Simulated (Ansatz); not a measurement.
# CaGeS3 (model cell, started as cubic perovskite with Ge in the octahedra): a soft mode frozen in, part 2 of 3

Wanted: the energy along a soft mode of CaGeS3 (model cell, started as cubic perovskite with Ge in the octahedra) and the structure at the end.

Ansatz 0.2.0; DFT PBEsol, scalar-relativistic, plane waves, PAW; PAW set soft_1.

So far, highest frequency on the path or at a solved wavevector (cm⁻¹): step 2 (phonons on a q mesh) 376. Also lowest frequency on the path (cm⁻¹): step 2 -167.

The structure was built from a prototype and need not be the compound's stable phase.

## 3. The mode frozen in, largest atomic shift 0 Å

The mode followed lies at q = (-0.5, -0.5, -0.5) with frequency 166.9i cm⁻¹ and is 3-fold degenerate, one of the unstable modes though not the softest. At small amplitude the distorted cell has space group no. 167 by a symmetry search on the positions. The undistorted cell that holds it gives the zero of energy on the same k mesh.

System of this step: CaGeS3 (model cell, started as cubic perovskite with Ge in the octahedra). Symmetry: Pm-3m, No. 221, cubic system. The conventional cell has a = 4.701 Å, b = 4.701 Å, c = 4.701 Å, α = 90.00°, β = 90.00°, γ = 90.00°. Nearest to Ca lie 12 S at 3.32 Å. Ge has 6 S at 2.35 Å nearest. Nearest to S lie 2 Ge at 2.35 Å and 4 Ca at 3.32 Å. Farther neighbours and most contacts between anions are not listed.

input.yaml

```yaml
crystal:
  lattice:
    - [4.7007771819, 4.7007771819, 0.0]
    - [4.7007771819, 0.0, 4.7007771819]
    - [4.7007771819, 0.0, -4.7007771819]
  atoms:
    - { symbol: Ca, position: [0.0, 0.0, 0.0] }
    - { symbol: Ca, position: [0.0, 0.5, 0.5] }
    - { symbol: Ge, position: [0.5, 0.25, 0.75] }
    - { symbol: Ge, position: [0.5, 0.75, 0.25] }
    - { symbol: S, position: [0.5, 0.5, 0.5] }
    - { symbol: S, position: [0.5, 0.0, 0.0] }
    - { symbol: S, position: [0.0, 0.5, 0.0] }
    - { symbol: S, position: [0.0, 0.0, 0.5] }
    - { symbol: S, position: [0.5, 0.5, 0.0] }
    - { symbol: S, position: [0.5, 0.0, 0.5] }
kpoints:
  mp_grid: { grid: [8, 8, 8] }
hamiltonian:
  xc: pbesol
  pseudopotentials: { kind: paw, azcp: { folder: soft_1 }, xc_functional: pbe }
scf:
  occupations: { method: methfessel_paxton, width: 0.2 }
output:
  forces: true
  stress: true
  eigenvalues: true
```

Started as:

```
$ ansatz run input.yaml --threads 4 --pin off --max-ram 16384MiB --backend cpu --events-out ev --progress --plain --runs-dir out
```

Numbers of over 12 decimals in the logs are rounded to 6 here.

What it wrote:

```text
[...]
Crystal: 10 atoms, lattice volume = 207.749 Å³
Basis set: ecut = 420 eV, 4015 PW (Γ), exchange–correlation on 90×90×90 points (8 copies of the dense FFT grid, shifted against one another)
Bands: 52, of which v1, the nominal top of the filled ones, is band 42 counted from 1 (41 counted from 0)
Symmetry: 96 space group operations
[...]
k-points: 29 of 512
[...]
k-point 0: bands = [... 38 lower, 6.4265, 6.4265, 7.6861, 7.6861, 7.6861, 9.7145, 9.7145, 9.7145, ... 6 higher]
  k-point 1: bands = [... 38 lower, 6.4213, 6.4213, 7.5007, 7.5007, 7.6091, 9.3651, 9.8943, 10.1572, ... 6 higher]
  k-point 2: bands = [... 38 lower, 6.4652, 6.4652, 7.2037, 7.2037, 7.4022, 8.5459, 10.3239, 10.3615, ... 6 higher]
  k-point 28: bands = [... 38 lower, 5.9504, 5.9504, 6.7270, 6.7270, 8.5833, 8.5833, 10.1800, 10.1800, ... 6 higher]
[key lines of the parts left out:]
SCF converged after 9 iterations
Free energy (F): -17410.583512 eV
Fermi energy:    7.211623 eV
P = ⅓ Tr σ = 0.0100 GPa (0.100 kbar)
```

It took 6.7 s on 4 threads of Arm Neoverse V1, shared host; peak memory 0.69 GiB.

This step gave:

- pressure: 0.009980 GPa
- energy from the undistorted cell: 0 meV/atom

The run ends at a pressure of 0.01 GPa.

## 4. The mode frozen in, largest atomic shift 0.6 Å

The atoms are moved along the unstable eigenvector, the largest shift by 0.6 Å, with the cell fixed.

input.yaml, the sections that differ from step 3:

```yaml
crystal:
  lattice:
    - [4.7007771819, 4.7007771819, 0.0]
    - [4.7007771819, 0.0, 4.7007771819]
    - [4.7007771819, 0.0, -4.7007771819]
  atoms:
    - { symbol: Ca, position: [0.0, 0.0, 0.0] }
    - { symbol: Ca, position: [0.0, 0.5, 0.5] }
    - { symbol: Ge, position: [0.5, 0.25, 0.75] }
    - { symbol: Ge, position: [0.5, 0.75, 0.25] }
    - { symbol: S, position: [0.5902540266, 0.5, 0.5] }
    - { symbol: S, position: [0.4097459734, 0.0, 0.0] }
    - { symbol: S, position: [0.0, 0.5902540266, 0.0] }
    - { symbol: S, position: [0.0, -0.0902540266, 0.5] }
    - { symbol: S, position: [0.5902540266, 0.4097459734, 0.0] }
    - { symbol: S, position: [0.4097459734, 0.0902540266, 0.5] }
# kpoints, hamiltonian, scf, output: as in step 3
```

What it wrote:

```text
[...]
Crystal: 10 atoms, lattice volume = 207.749 Å³
Basis set: ecut = 420 eV, 4015 PW (Γ), exchange–correlation on 90×90×90 points (8 copies of the dense FFT grid, shifted against one another)
Bands: 52, of which v1, the nominal top of the filled ones, is band 42 counted from 1 (41 counted from 0)
Symmetry: 12 space group operations
[...]
k-points: 65 of 512
[...]
k-point 0: bands = [... 38 lower, 6.2497, 6.5110, 6.5110, 6.7109, 7.0486, 9.7085, 9.7386, 9.7386, ... 5 higher]
  k-point 1: bands = [... 38 lower, 6.2062, 6.2731, 6.5112, 6.5112, 7.2350, 9.3869, 9.8825, 9.8825, ... 5 higher]
  k-point 2: bands = [... 38 lower, 6.1749, 6.1749, 6.3135, 6.3135, 7.3331, 8.7147, 10.4101, 10.4101, ... 5 higher]
  k-point 64: bands = [... 38 lower, 5.6709, 5.9474, 6.2334, 6.4521, 7.7719, 8.0265, 10.1331, 10.6716, ... 5 higher]
[key lines of the parts left out:]
SCF converged after 9 iterations
Free energy (F): -17412.138518 eV
Fermi energy:    6.743385 eV
P = ⅓ Tr σ = -1.7640 GPa (-17.640 kbar)
```

Run time: 15 s. Hardware: 4 threads; peak memory 0.87 GiB.

This step gave:

| Property | Result |
| --- | --- |
| pressure | -1.764 GPa |
| gap on the k-mesh | 0.3141 eV |
| energy from the undistorted cell | -156.0 meV/atom |

The energy, extrapolated to zero smearing, is -155.97 meV/atom against the undistorted cell.

The run ends at a pressure of -1.76 GPa, with forces up to 0.013 eV/Å.

## 5. Energy along the mode, all amplitudes (two of the runs are shown above)

An imaginary frequency means negative curvature, so the energy should fall and then rise again as anharmonic terms take over.

This step gave:

* depth at the lowest point sampled: 156.0 meV/atom
* largest atomic shift at that point: 0.6 Å

Table of energy from the parent by largest atomic shift:

```
largest atomic shift (Å)  energy from the parent (meV/atom)
                   0.000                                  0
                   0.040                              -1.35
                   0.080                              -5.37
                   0.140                              -16.3
                   0.220                              -39.2
                   0.320                              -76.8
                   0.450                               -128
                   0.600                               -156
```

Displacement at unit largest shift by atom:

```
atom   x (Å)   y (Å)   z (Å)   size
 Ca1   0.000   0.000   0.000  0.000
 Ca2   0.000   0.000   0.000  0.000
 Ge3   0.000   0.000   0.000  0.000
 Ge4   0.000   0.000   0.000  0.000
  S5   0.707   0.707   0.000  1.000
  S6  -0.707  -0.707   0.000  1.000
  S7   0.707   0.000   0.707  1.000
  S8  -0.707   0.000  -0.707  1.000
  S9   0.000   0.707  -0.707  1.000
 S10   0.000  -0.707   0.707  1.000
```

The lowest of the steps tried is the last one, at 0.6 Å, 156 meV/atom below the parent; the bottom of the well need not coincide with a step.

## 6. Relaxing from the distorted cell

Starting from the lowest point found, all atoms and the cell are let go, so that strain and other modes of the same symmetry can join in.

Edit input.yaml of step 4 so:

```diff
@@ -27 +27,10 @@
   eigenvalues: true
+  write_density: true
+  write_potential: true
+  elf: true
+  volumetric_format: npy
+relax:
+  adjacent_minimum: "off"
+  f_tol: 0.002
+  max_steps: 120
+  cell: { stress_tol: 0.03 }
```

What it wrote:

```text
[...]
Crystal: 10 atoms, lattice volume = 207.749 Å³
Basis set: ecut = 420 eV, 4015 PW (Γ), exchange–correlation on 90×90×90 points (8 copies of the dense FFT grid, shifted against one another)
Bands: 52, of which v1, the nominal top of the filled ones, is band 42 counted from 1 (41 counted from 0)
Symmetry: 12 space group operations
[...]
k-points: 65 of 512
[...]
SCF iter   1: F=—  HF=-17415.697374 eV  |F-HF|=—  |Δ(HF+E_count)|=         —  Δρ=5.09e-2  dr2=1.14e1  ethr=3.10e-3  ⟨swp⟩=10.6  Hψ=16822  notcnv=0
[...]
SCF iter   9: F=-17412.138518 eV  HF=-17412.138518 eV  |F-HF|=3.94e-9  |Δ(HF+E_count)|=   3.18e-7  S|Δr|=    0.00e0  Δρ=3.46e-6  dr2=3.31e-8  ethr=1.19e-10  ⟨swp⟩=21.8  Hψ=29825  notcnv=0
SCF 1 converged in 9 iterations: F = -17412.138518 eV  dr2 = 3.31e-8
[...]
relax step   1: F+E_penalty+E_count = -17412.13851822 eV  Δ(F+E_penalty+E_count) = +0.000e0 eV  max|allowed force component| = 9.375e-3 eV/Å  Δτ_max = 0.0000 Å  P = -1.764 GPa  Ω = 207.749 Å³  (9 SCF iters, dr2 threshold 1.00e-7 eV, accepted)
Crystal: 10 atoms, lattice volume = 201.340 Å³
Basis set: ecut = 420 eV, 3947 PW (Γ), exchange–correlation on 90×90×90 points (8 copies of the dense FFT grid, shifted against one another)
[...]
SCF iter   6: F=-17412.367894 eV  HF=-17412.367894 eV  |F-HF|=1.43e-7  |Δ(HF+E_count)|=   1.38e-6  S|Δr|=    0.00e0  Δρ=1.30e-5  dr2=4.21e-7  ethr=1.19e-9  ⟨swp⟩=14.3  Hψ=30176  notcnv=0
SCF 2 converged in 6 iterations: F = -17412.367894 eV  dr2 = 4.21e-7
relax step   2: F+E_penalty+E_count = -17412.36789394 eV  Δ(F+E_penalty+E_count) = -2.294e-1 eV  max|allowed force component| = 9.625e-4 eV/Å  Δτ_max = 0.0182 Å  P = -0.357 GPa  Ω = 201.340 Å³  energy of the carried Pulay correction = +1.049e-3 eV  (6 SCF iters, dr2 threshold 1.00e-6 eV, accepted)
Crystal: 10 atoms, lattice volume = 198.604 Å³
Basis set: ecut = 420 eV, 3869 PW (Γ), exchange–correlation on 90×90×90 points (8 copies of the dense FFT grid, shifted against one another)
[...]
SCF iter   6: F=-17412.397263 eV  HF=-17412.397263 eV  |F-HF|=5.55e-8  |Δ(HF+E_count)|=   5.83e-7  S|Δr|=    0.00e0  Δρ=6.35e-6  dr2=7.05e-8  ethr=1.19e-9  ⟨swp⟩=15.1  Hψ=28496  notcnv=0
SCF 3 converged in 6 iterations: F = -17412.397263 eV  dr2 = 7.05e-8
relax step   3: F+E_penalty+E_count = -17412.39726272 eV  Δ(F+E_penalty+E_count) = -2.937e-2 eV  max|allowed force component| = 1.147e-2 eV/Å  Δτ_max = 0.0105 Å  P = +0.247 GPa  Ω = 198.604 Å³  energy of the carried Pulay correction = +1.508e-3 eV  (6 SCF iters, dr2 threshold 1.00e-6 eV, accepted)
[...]
relax step   4: F+E_penalty+E_count = -17412.39691271 eV  Δ(F+E_penalty+E_count) = +3.500e-4 eV  max|allowed force component| = 2.499e-2 eV/Å  Δτ_max = 0.0089 Å  P = +0.189 GPa  Ω = 198.741 Å³  energy of the carried Pulay correction = +1.484e-3 eV  (5 SCF iters, dr2 threshold 1.76e-7 eV, rejected (line search))
[...]
relax step   5: F+E_penalty+E_count = -17412.39778729 eV  Δ(F+E_penalty+E_count) = -5.246e-4 eV  max|allowed force component| = 2.824e-3 eV/Å  Δτ_max = 0.0019 Å  P = +0.049 GPa  Ω = 199.137 Å³  energy of the carried Pulay correction = +1.418e-3 eV  (8 SCF iters, accepted)
[...]
relax step   6: F+E_penalty+E_count = -17412.39779371 eV  Δ(F+E_penalty+E_count) = -6.420e-6 eV  max|allowed force component| = 2.744e-5 eV/Å  Δτ_max = 0.0006 Å  P = +0.000 GPa  Ω = 199.272 Å³  energy of the carried Pulay correction = +1.395e-3 eV  (5 SCF iters, dr2 threshold 8.21e-9 eV, accepted)
Basis set: ecut = 420 eV, 3881 PW (Γ), exchange–correlation on 96×96×90 points (8 copies of the dense FFT grid, shifted against one another)
[...]
SCF iter   6: F=-17412.396864 eV  HF=-17412.396864 eV  |F-HF|=0.00e0  |Δ(HF+E_count)|=  1.38e-10  S|Δr|=    0.00e0  Δρ=5.72e-8  dr2=5.93e-12  ethr=1.00e-12  ⟨swp⟩=10.1  Hψ=19852  notcnv=0
SCF 7 converged in 6 iterations: F = -17412.396864 eV  dr2 = 5.93e-12
relax step   7: F+E_penalty+E_count = -17412.39686418 eV  Δ(F+E_penalty+E_count) = +9.295e-4 eV  max|allowed force component| = 6.769e-5 eV/Å  Δτ_max = 0.0000 Å  P = +0.002 GPa  Ω = 199.272 Å³  stress off target by 6.00e-3 GPa  SCF on the basis re-selected at this cell (its energy is not comparable with the rows above)  (6 SCF iters)
basis re-selected at this cell: Δ(F+E_penalty+E_count) = +9.295e-4 eV, ΔP = +0.002 GPa vs the last step (what re-selecting the basis moved, of the pressure what is left beyond the Pulay correction that the steps carried, after the strain that the cell walked since its last selection, with what the two solves' SCF thresholds leave and, on support functions, any second-order correction that the steps lacked; it is no measure of the basis error at this ecutwfc). The dense FFT grid was sized anew with the basis: this SCF ran on 48×48×45 points, the steps before it on 45×45×45, so part of this shift can come from that change (see relax.cell in the input reference). [rest of the remark cut]
SCF converged after 6 iterations
[...]
Free energy (F): -17412.396864 eV
[...]
Internal energy: -17412.408413 eV  (E = F + TS)
E sigma→0 (E₀):  -17412.399751 eV
Entropy (-TS):   0.011549 eV (1.155 meV/atom)
Fermi energy:    7.723849 eV
[...]
--- Forces (eV/Å), atoms counted from 1 ---
  atom   1  Ca    -0.00000000     0.00000000    -0.00000000
  atom   2  Ca     0.00000000    -0.00000000     0.00000000
  atom   3  Ge     0.00000000     0.00000000     0.00000000
  atom   4  Ge    -0.00000000     0.00000000     0.00000000
  atom   5  S      0.00006769     0.00006769     0.00000000
  atom   6  S     -0.00006769    -0.00006769    -0.00000000
  atom   7  S      0.00006769     0.00000000     0.00006769
  atom   8  S     -0.00006769    -0.00000000    -0.00006769
  atom   9  S      0.00000000     0.00006769    -0.00006769
  atom  10  S      0.00000000    -0.00006769     0.00006769
  max |Σ_I F_I| component: 8.67e-19 eV/Å
--- Stress (GPa, compression-positive) ---
        0.001941       0.003972       0.003972
        0.003972       0.001941      -0.003972
        0.003972      -0.003972       0.001941
  P = ⅓ Tr σ = 0.0019 GPa (0.019 kbar)
--- Band table (eV; the first three rows and the last of 65) ---
  k-point 0: bands = [... 38 lower, 6.7302, 7.1772, 7.1772, 7.6314, 7.8390, 9.8334, 10.5988, 10.5988, ... 6 higher]
  k-point 1: bands = [... 38 lower, 6.4405, 7.1122, 7.2323, 7.2323, 8.0439, 9.6724, 10.7091, 10.7091, ... 6 higher]
  k-point 2: bands = [... 38 lower, 6.3613, 6.3613, 6.8901, 6.8901, 8.0640, 9.1892, 11.1548, 11.1548, ... 6 higher]
  k-point 64: bands = [... 38 lower, 6.1371, 6.3757, 7.0181, 7.0212, 8.4059, 8.7131, 10.7395, 11.2329, ... 6 higher]
--- Relaxed structure (6 steps of the walk, 5 accepted, 1 SCFs on fresh bases) ---
  F+E_penalty+E_count = -17412.39686418 eV   max|allowed force component| = 6.769e-5 eV/Å   (the final SCF, on the basis selected at the relaxed cell)
  cell:  # Å, volume = 199.2715 Å³
    - [4.785137, 4.785137, 2.7755575615628914e-17]
    - [4.785137, 0.0, 4.785137]
    - [4.495962, 0.289175, -4.495962]
  atoms:
    - { symbol: Ca, position: [0, 0, 0] }
    - { symbol: Ca, position: [8.673617379884035e-19, 0.500000, 0.500000] }
    - { symbol: Ge, position: [0.500000, 0.250000, 0.750000] }
    - { symbol: Ge, position: [0.5, 0.750000, 0.250000] }
    - { symbol: S, position: [0.594945, 0.500000, 0.500000] }
    - { symbol: S, position: [0.405055, 8.701896710096649e-19, -9.898233811705017e-19] }
    - { symbol: S, position: [0.0, 0.594945, 0.0] }
    - { symbol: S, position: [1.3877787807814457e-17, -0.094945, 0.500000] }
    - { symbol: S, position: [0.594945, 0.405055, 2.7755575615628914e-17] }
    - { symbol: S, position: [0.405055, 0.094945, 0.500000] }
```

Run time: 1.7 min. Hardware: 4 threads; peak memory 0.92 GiB; 6.7 min of CPU time.

Step by step:

```
step  energy less that of the first step (eV)  largest force component (eV/Å)  pressure (GPa)  volume (Å³)
   1                                   0.0000                          0.0094           -1.76       207.75
   2                                  -0.2294                          0.0010           -0.36       201.34
   3                                  -0.2587                          0.0115            0.25       198.60
   4                                  -0.2584                          0.0250            0.19       198.74
   5                                  -0.2593                          0.0028            0.05       199.14
   6                                  -0.2593                          0.0000            0.00       199.27
  7*                                  -0.2583                          0.0001            0.00       199.27
```

Relaxation steps marked * repeat the geometry before them on a plane-wave basis chosen anew for their cell, so energy and pressure can jump there. Relaxation step 4 was tried and not accepted.

Forces are held to the 12 operations that the run works with; a distortion that breaks them can't arise in this run.

```
conventional cell, symmetrised  before   after  change
                         a (Å)   6.648   6.767  +1.8 %
                         b (Å)   6.648   6.767  +1.8 %
                         c (Å)  16.284  15.074  -7.4 %
              volume (Å³/atom)   20.77   19.93  -4.1 %
```

The atoms that moved most (Å, as changes of fractional coordinates times the final cell):

```
atom      dx      dy      dz  length
  S5   0.022   0.022   0.000   0.032
 S10   0.000  -0.022   0.022   0.032
  S8  -0.022   0.000  -0.022   0.032
  S9   0.000   0.022  -0.022   0.032
  S7   0.022   0.000   0.022   0.032
  S6  -0.022  -0.022   0.000   0.032
```

Numbers from this step:

```yaml
pressure: 0.001941 GPa
volume_per_atom: 19.93 Å³
gap_on_the_k_mesh: 0.1985 eV
```

Electrostatic potential energy in the ac plane of the conventional cell at fractional y = 0.000, with atoms of Ca and Ge and S within 0.2 Å of it. With pseudopotentials it is smooth inside the atoms' cores, unlike the true potential.

Ten even steps from '_' (-36 eV) to '@' (12 eV), each cell a mean:
```
====**%%%%####%%@@@@@@@@@@@@@@@@##====
####%%##--__..==%%@@@@@@@@@@@@@@@@%%##
@@@@@@%%==::::++%%@@@@@@@@@@@@@@@@@@@@
@@@@@@@@@@%%%%@@@@@@@@@@@@@@@@@@@@@@@@
==**%%@@@@@@@@@@@@%%**++**%%@@@@%%##++
____++%%@@@@@@@@%%==__..__==%%%%##::__
__..++%%@@@@@@@@@@++......++%%@@##--__
**##%%@@@@@@@@@@@@@@%%##%%@@@@@@@@%%##
@@@@@@@@%%####%%@@@@@@@@@@@@@@@@@@@@@@
@@@@@@##--__..==%%@@@@@@@@@@@@@@@@@@@@
++**%%##==..::++%%@@@@@@@@@@@@@@%%##**
++==++%%%%%%%%@@@@@@@@@@@@@@@@@@##====
====**%%@@@@@@@@@@@@@@@@%%####%%##====
####%%@@@@@@@@@@@@@@@@**::__..++%%%%##
@@@@@@@@@@@@@@@@@@@@@@##--..--**@@@@@@
@@@@@@@@@@@@@@@@@@@@@@@@@@%%@@@@@@@@@@
==**%%@@@@@@##****##@@@@@@@@@@@@%%##++
____++%%%%**......::##@@@@@@@@%%##::__
__..**%%@@##::....--%%@@@@@@@@@@##--__
**##%%@@@@@@%%##%%%%@@@@@@@@@@@@@@%%##
@@@@@@@@@@@@@@@@@@@@@@@@%%##%%@@@@@@@@
@@@@@@@@@@@@@@@@@@@@@@**::__..**%%@@@@
++**%%@@@@@@@@@@@@@@@@##--..::**%%##**
++==++%%@@@@@@@@@@@@@@@@@@%%%%%%##====
```
Columns run along a (6.8 Å; values clipped at the 3rd and 97th percentile), rows up along c (15.1 Å), edges of the conventional cell, whose origin can differ from the input's. Atoms in or near the plane, at fractional coordinates: Ca at (0.00, 0.75), Ca at (0.00, 0.25), Ge at (0.00, 0.50), Ge at (0.00, 0.00), S at (0.59, 0.75), S at (0.41, 0.25).

ELF in the ac plane of the conventional cell at fractional y = 0.000, with atoms of Ca and Ge and S within 0.2 Å of it. It is the smooth field of the valence electrons, not physical close to the nuclei.

Values, 13 rows by 16 columns, each cell a mean:
```
0.28 0.36 0.55 0.65 0.62 0.75 0.82 0.62 0.21 0.07 0.09 0.12 0.17 0.26 0.33 0.28
0.10 0.22 0.62 0.82 0.78 0.77 0.70 0.45 0.17 0.11 0.10 0.10 0.13 0.13 0.11 0.09
0.57 0.45 0.19 0.18 0.23 0.17 0.23 0.50 0.69 0.65 0.70 0.69 0.43 0.11 0.31 0.54
0.79 0.72 0.31 0.05 0.05 0.07 0.34 0.70 0.69 0.43 0.60 0.85 0.61 0.17 0.55 0.78
0.10 0.14 0.43 0.68 0.74 0.65 0.46 0.29 0.28 0.34 0.30 0.21 0.12 0.09 0.07 0.09
0.27 0.36 0.64 0.76 0.63 0.72 0.86 0.71 0.25 0.05 0.05 0.10 0.18 0.24 0.28 0.27
0.26 0.29 0.36 0.32 0.34 0.40 0.37 0.22 0.22 0.43 0.52 0.47 0.40 0.40 0.36 0.24
0.24 0.24 0.23 0.20 0.13 0.06 0.04 0.12 0.53 0.82 0.80 0.63 0.74 0.75 0.46 0.26
0.18 0.11 0.06 0.11 0.25 0.38 0.46 0.42 0.30 0.31 0.47 0.62 0.63 0.45 0.19 0.16
0.82 0.76 0.28 0.40 0.86 0.73 0.34 0.52 0.78 0.56 0.14 0.04 0.03 0.16 0.68 0.82
0.46 0.32 0.09 0.21 0.52 0.65 0.66 0.66 0.51 0.28 0.22 0.32 0.33 0.21 0.27 0.43
0.13 0.14 0.15 0.16 0.12 0.07 0.06 0.11 0.39 0.70 0.79 0.71 0.79 0.76 0.41 0.16
0.31 0.31 0.32 0.21 0.15 0.15 0.13 0.11 0.39 0.70 0.76 0.64 0.59 0.55 0.41 0.29
```
Columns run along a (6.8 Å), rows up along c (15.1 Å), edges of the conventional cell, whose origin can differ from the input's. Atoms in or near the plane, at fractional coordinates: Ca at (0.00, 0.75), Ca at (0.00, 0.25), Ge at (0.00, 0.50), Ge at (0.00, 0.00), S at (0.59, 0.75), S at (0.41, 0.25).

[end of part 2 of 3]

[Logs are printed without paths, hosts, clocks, repeated set-up lines and the standing remarks that a program may print on its own settings, such as how far it seeks lower states.]

[Hosts, paths, dates, database ids (printed as entryN), source tags and the programs' standing remarks are cut or masked in the printed files.]
